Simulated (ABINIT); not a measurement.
**KCl (Fm-3m): least direct gap against volume**

The cell of KCl (Fm-3m) is scaled evenly and the response computed anew at each volume, on one mesh.

Symmetry: Fm-3m, No. 225, cubic system. Conventional cell: a = 6.293 Å, b = 6.293 Å, c = 6.293 Å, α = 90.00°, β = 90.00°, γ = 90.00°. K on site a has 6 Cl at 3.15 Å as nearest neighbours. Around Cl on site b lie 6 K at 3.15 Å.

Method: ABINIT 10.8.3, PBE, independent particles, k-mesh 9×9×9, Lorentzian half width 0.04 eV.

Launch of the response step: `optic optic.abi`. The series took 2.9 min in all, its band step included, on 4 threads of Arm Neoverse V2 (shared host).

```tsv
V/V₀	V (Å³, primitive cell)	least direct gap (eV)
0.94	58.56	5.411
0.97	60.43	5.297
1.00	62.30	5.189
1.03	64.17	?
1.06	66.04	4.994
```

For small changes the quantity should be close to linear in ln V.

Working, on the rows shown:

| x = ln(V/V₀) | y = least direct gap |
| --- | --- |
| -0.0618754 | 5.411 |
| -0.0304592 | 5.297 |
| 0 | 5.189 |
| 0.0582689 | 4.994 |

Means: x̄ = -0.0085164, ȳ = 5.2227. Σ(x − x̄)(y − ȳ) = -0.02724, Σ(x − x̄)² = 0.007861. Slope = -0.02724 / 0.007861 = -3.465; intercept = ȳ − slope · x̄ = 5.1932. The line misses the rows shown by at most 0.0042 eV.

Problem. Fill in the last column of the withheld row.

Solution. At x = 0.029559 the line gives y = 5.0908 eV. The run gave 5.089 eV, so the interpolation is off by 0.0018 eV, 0.4 % of the range in the table.

Between the rows on either side of x = 0 the slope is (5.089 − 5.297) / (0.029559 − (-0.030459)) = -3.466. That is a volume deformation potential of -3.5 eV: the least direct gap on this mesh widens by 35 meV for each per cent of compression. PBE gaps are as a rule too small.

[Logs are printed without paths, hosts, clocks, repeated set-up lines and the standing remarks that a program may print on its own settings, such as how far it seeks lower states.]
